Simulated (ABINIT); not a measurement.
# Quasiparticle gap of PbF2 (Fluorocronite) in ABINIT, part 3 of 3

How does a plane-wave GW calculation on PbF2 (Fluorocronite) run from the first input to the gap?

ABINIT 10.8.3; LDA and many-body steps on it, plane waves. Known limits of the many-body steps: not at the basis limit; no spin-orbit coupling; coarse k mesh.

So far. Step 4 (Empty states on the mesh, 4×4×4 mesh, 61 bands): On this mesh the gap is 4.278 eV. Step 5 (Screening, 4×4×4 mesh, 57 bands, screening to 108.8 eV): Local fields lower ε∞ by 14 %. On a Γ-centred mesh this coarse the value itself is usually too large, while a short band sum pulls it down.

The database entry behind the starting cell differs from later determinations by our own check (0.1 to 0.3 % short, probably kX units), so it need not match the best structure at ambient conditions.

### 6. Self-energy, 4×4×4 mesh, 57 bands, screening to 108.8 eV

The self-energy is evaluated for the states that the input lists, and the levels follow from it, in one-shot runs by the linearised quasiparticle equation.

This step: G0W0 on LDA, plane waves, norm-conserving pseudopotentials.

Input file run.abi:

```
acell 3*1.0 Angstrom
rprim 
  -0.000000000000 2.963660000000 2.963660000000
  2.963660000000 0.000000000000 2.963660000000
  2.963660000000 2.963660000000 -0.000000000000
ntypat 2
znucl 82 9
natom 3
typat 1 2 2
xred 
  0.000000000000 0.000000000000 0.000000000000
  0.250000000000 0.250000000000 0.250000000000
  0.750000000000 0.750000000000 0.750000000000
pp_dirpath "pseudos"
pseudos "Pb.upf, F.upf"
ecut 36
ngkpt 4 4 4
nshiftk 1
shiftk 0 0 0
kptopt 1
chksymbreak 0
istwfk *1
occopt 1
irdwfk 1
optdriver 4
nband 57
gwcalctyp 0
ecutsigx 36
symsigma 1
nkptgw 3
kptgw 
  -0.2500000000 0.5000000000 0.2500000000
  0.5000000000 0.5000000000 0.0000000000
  0.0000000000 0.0000000000 0.0000000000
bdgw 
  17 20
  16 21
  16 21
ecuteps 4
irdscr 1
ppmodel 1
indata_prefix "in"
outdata_prefix "out"
tmpdata_prefix "tmp"
```

Command:

```console
$ OMP_NUM_THREADS=1 mpirun -n 4 abinit run.abi > log
```

Numbers of over 12 decimals in the logs are rounded to 6 here.

Output:

```text
.Version 10.8.3 of ABINIT. v10.8.2 released Aug 2026.

 Symmetries : space group Fm -3 m (#225); Bravais cF (face-center cubic)
[... echo of the input left out ...]
== DATASET  1 ==================================================================
-   mpi_nproc: 4, omp_nthreads: 1 (-1 if OMP is not activated)

--- !DatasetInfo
iteration_state: {dtset: 1, }
dimensions: {natom: 3, nkpt: 8, mband: 57, nsppol: 1, nspinor: 1, nspden: 1, mpw: 3695, }
cutoff_energies: {ecut:  36.0, pawecutdg:  -1.0, }
electrons: {nelect:   3.60000000E+01, charge:   0.00000000E+00, occopt:   1.00000000E+00, tsmear:   1.00000000E-02, }

 SIGMA: Calculation of the GW corrections

 Based on a program developped by R.W. Godby, V. Olevano, G. Onida, and L. Reining.
 Incorporated in ABINIT by V. Olevano, G.-M. Rignanese, and M. Torrent.
.Using double precision arithmetic ; gwpc =  8

[... cell and pseudopotentials left out ...]
--------------------------------------------------------------------------------

 ==== K-mesh for the wavefunctions ====
 Number of points in the irreducible wedge :     8
[... list of points left out ...]
 Together with 48 symmetry operations and time-reversal symmetry
 yields    64 points in the full Brillouin Zone.

 ==== Q-mesh for screening function ====
 Number of points in the irreducible wedge :     8
[... list of points left out ...]
 Together with 48 symmetry operations and time-reversal symmetry
 yields    64 points in the full Brillouin Zone.

 vcoul_init : cutoff-mode = AUXILIARY_FUNCTION
 q-points for optical limit:   1
     1)      0.000010    0.000020    0.000030
 setmesh: FFT mesh size selected  =    45x   45x   45
          total number of points  =        91125

 Number of electrons calculated from density =   36.0000; Expected =   36.0000
 average of density, n =  0.102469
 r_s =    1.3257
 omega_plasma =   30.8781 [eV]

 === KS Band Gaps ===
  >>>> For spin  1
   Minimum direct gap =   4.4340 [eV], located at k-point      :   0.5000  0.5000  0.0000
   Fundamental gap    =   4.2784 [eV], Top of valence bands at :  -0.2500  0.5000  0.2500
                                       Bottom of conduction at :   0.5000  0.5000  0.0000
 SIGMA fundamental parameters:
 PLASMON POLE MODEL  1
 number of plane-waves for SigmaX                 3695
 number of plane-waves for SigmaC and W            137
 number of plane-waves for wavefunctions          3695
 number of bands                                    57
 number of independent spin polarizations            1
 number of spinorial components                      1
 number of k-points in IBZ                           8
 number of q-points in IBZ                           8
 number of symmetry operations                      48
 number of k-points in BZ                           64
 number of q-points in BZ                           64
 number of frequencies for dSigma/dE                 9
 frequency step for dSigma/dE [eV]                0.25
 number of omega for Sigma on real axis              0
 max omega for Sigma on real axis  [eV]           0.00
 zcut for avoiding poles [eV]                     0.10

 EPSILON^-1 parameters (SCR file):
 dimension of the eps^-1 matrix on file            137
 dimension of the eps^-1 matrix used               137
 number of plane-waves for wavefunctions          3695
 number of bands                                    57
 number of q-points in IBZ                           8
 number of frequencies                               2
 number of real frequencies                          1
 number of imag frequencies                          1

 matrix elements of self-energy operator (all in [eV])

 Perturbative Calculation

--- !SelfEnergy_ee
iteration_state: {dtset: 1, }
kpoint     : [  -0.250,    0.500,    0.250, ]
spin       : 1
KS_gap     :    5.933
QP_gap     :    8.419
Delta_QP_KS:    2.486
data: !SigmaeeData |
     Band     E0 <VxcDFT>   SigX SigC(E0)      Z dSigC/dE  Sig(E)    E-E0       E
       17   1.653 -22.494 -30.093   6.206   0.764  -0.308 -23.559  -1.065   0.588
       18   3.116 -20.598 -25.277   3.777   0.804  -0.244 -21.323  -0.725   2.391
       19   9.049 -13.886  -9.228  -2.584   0.849  -0.177 -12.125   1.761  10.810
       20   9.049 -13.886  -9.228  -2.584   0.849  -0.177 -12.125   1.761  10.810

--- !SelfEnergy_ee
iteration_state: {dtset: 1, }
kpoint     : [   0.500,    0.500,    0.000, ]
spin       : 1
KS_gap     :    4.434
QP_gap     :    6.741
Delta_QP_KS:    2.307
data: !SigmaeeData |
     Band     E0 <VxcDFT>   SigX SigC(E0)      Z dSigC/dE  Sig(E)    E-E0       E
       16   1.590 -22.382 -29.974   6.187   0.766  -0.306 -23.458  -1.076   0.514
       17   1.590 -22.382 -29.974   6.187   0.766  -0.306 -23.458  -1.076   0.514
       18   2.960 -19.986 -24.526   3.611   0.807  -0.239 -20.736  -0.750   2.211
       19   7.394 -11.801  -7.219  -2.776   0.863  -0.159 -10.244   1.557   8.952
       20  10.888 -15.480 -10.296  -2.696   0.836  -0.196 -13.399   2.080  12.968
       21  10.888 -15.480 -10.296  -2.696   0.836  -0.196 -13.399   2.080  12.968

--- !SelfEnergy_ee
iteration_state: {dtset: 1, }
kpoint     : [   0.000,    0.000,    0.000, ]
spin       : 1
KS_gap     :    8.582
QP_gap     :   11.579
Delta_QP_KS:    2.998
data: !SigmaeeData |
     Band     E0 <VxcDFT>   SigX SigC(E0)      Z dSigC/dE  Sig(E)    E-E0       E
       16   1.154 -21.541 -29.133   6.138   0.762  -0.312 -22.649  -1.108   0.046
       17   1.154 -21.541 -29.133   6.138   0.762  -0.312 -22.649  -1.108   0.046
       18   1.154 -21.541 -29.133   6.138   0.762  -0.312 -22.649  -1.108   0.046
       19   9.736 -11.871  -6.632  -3.043   0.861  -0.162  -9.982   1.890  11.626
       20   9.736 -11.871  -6.632  -3.043   0.861  -0.162  -9.982   1.890  11.626
       21   9.736 -11.871  -6.632  -3.043   0.861  -0.162  -9.982   1.890  11.626

== END DATASET(S) ==============================================================
================================================================================

 -outvars: echo values of variables after computation  --------
           etotal      0.0000000000E+00
            nband          57
             nkpt           8
          spgroup         225
 [... the other variables as echoed above ...]

 Calculation completed.
```

Elapsed: 7.3 s, on 4 MPI ranks of Arm Neoverse V1, shared host; peak memory 0.85 GiB.

Numbers from this step:

| Property | Result |
| --- | --- |
| G0W0 gap on the points computed | 6.561 eV |
| starting gap on the mesh | 4.278 eV |
| k of the valence top | -0.25, 0.5, 0.25 |
| k of the conduction bottom | 0.5, 0.5, 0 |
| Z at the valence top | 0.804 |
| Z at the conduction bottom | 0.863 |
| least direct G0W0 gap on the computed points | 6.741 eV |

The gap on the mesh goes from 4.28 eV to 6.56 eV, a correction of +2.28 eV.

Limits: finite bands, cutoff and mesh; no spin-orbit coupling; coarse k mesh. v1 is the top filled band, c1 the lowest empty one. The levels before and after the correction (eV, zero at the valence-band top of each column):

|  | conduction bottom | valence top |
| --- | --- | --- |
| Kohn-Sham | 4.28 | 0.00 |
| G0W0 | 6.56 | 0.00 |

|  | level | energy (eV) |
| --- | --- | --- |
| Kohn-Sham | (-0.25 0.5 0.25) v2 | -1.463 |
| Kohn-Sham | (-0.25 0.5 0.25) v1 | 0.000 |
| Kohn-Sham | (-0.25 0.5 0.25) c1-c2 | 5.933 |
| Kohn-Sham | (0.5 0.5 0) v3-v2 | -1.525 |
| Kohn-Sham | (0.5 0.5 0) v1 | -0.156 |
| Kohn-Sham | (0.5 0.5 0) c1 | 4.278 |
| Kohn-Sham | (0.5 0.5 0) c2-c3 | 7.772 |
| G0W0 | (-0.25 0.5 0.25) v2 | -1.803 |
| G0W0 | (-0.25 0.5 0.25) v1 | 0.000 |
| G0W0 | (-0.25 0.5 0.25) c1-c2 | 8.419 |
| G0W0 | (0.5 0.5 0) v3-v2 | -1.877 |
| G0W0 | (0.5 0.5 0) v1 | -0.180 |
| G0W0 | (0.5 0.5 0) c1 | 6.561 |
| G0W0 | (0.5 0.5 0) c2-c3 | 10.577 |

### 7. Where the time went

Times are wall times on 4 MPI ranks of Arm Neoverse V1, shared host, good to a factor of about two.

| step | time | share | memory (GiB) |
| --- | --- | --- | --- |
| ground state | 18 s | 23 % | 0.32 |
| bands along the symmetry lines | 23 s | 28 % | 0.32 |
| empty states on the mesh | 14 s | 18 % | 0.29 |
| screening | 18 s | 22 % | 0.78 |
| self-energy | 7.3 s | 9 % | 0.85 |

### 8. Summary of results

```yaml
lda_gap: 4.28 eV, indirect
g0w0_gap_on_the_mesh: 6.56 eV
gw_settings: 4×4×4 mesh, 57 bands, screening to 108.8 eV, Godby-Needs plasmon pole
known_limits: not at the basis limit; no spin-orbit coupling; coarse k mesh
```

What this shows: G0W0 moves the gap on the mesh from 4.28 eV to 6.56 eV (+2.28 eV), with Z of 0.80 and 0.86 at the edges. Local fields lower the RPA ε∞ on this mesh from 3.81 to 3.27; a Γ-centred mesh this coarse tends to raise both, most where the direct gap is narrow, while a short band sum lowers them. Only 3 of the mesh's irreducible points were corrected, so a valley elsewhere could overtake. Bands and cutoff are finite, so the gap is not at the basis limit. The miss can reach some tenths of an eV and take either sign; the mesh is an error of its own. In the G0W0 run levels were corrected at 3 k points alone, so a gap called «on the mesh» is the least over those, and an edge elsewhere would be missed. The 4×4×4 mesh is coarse for this cell, which bears on the long-range parts of exchange and screening. Where an edge is built on 6p states of lead, bismuth or thallium, scalar-relativistic gaps usually stand too wide, by a few tenths to over one eV. The many-body steps are scalar-relativistic: spin-orbit coupling is not in them.

[Paths, hosts, dates, memory and timing lines, banners, echoed tables and standing remarks are left out of the program output.]

[Logs are printed without paths, hosts, clocks, repeated set-up lines and the standing remarks that a program may print on its own settings, such as how far it seeks lower states.]

[Runs of the session that timed out or met a known fault of the program may be left out.]

[Hosts, paths, dates, database ids (printed as entryN), source tags and the programs' standing remarks are cut or masked in the printed files.]

[G0W0 gaps are taken among the corrected bands and points alone; a level outside them can change the order at an edge.]

[Where Ansatz stands beside ABINIT at settings called matched, ABINIT's density can come from a denser mesh and the files from another edition; pairs whose starting gaps differed by over 0.03 eV were left out, so agreement reads better than it is.]
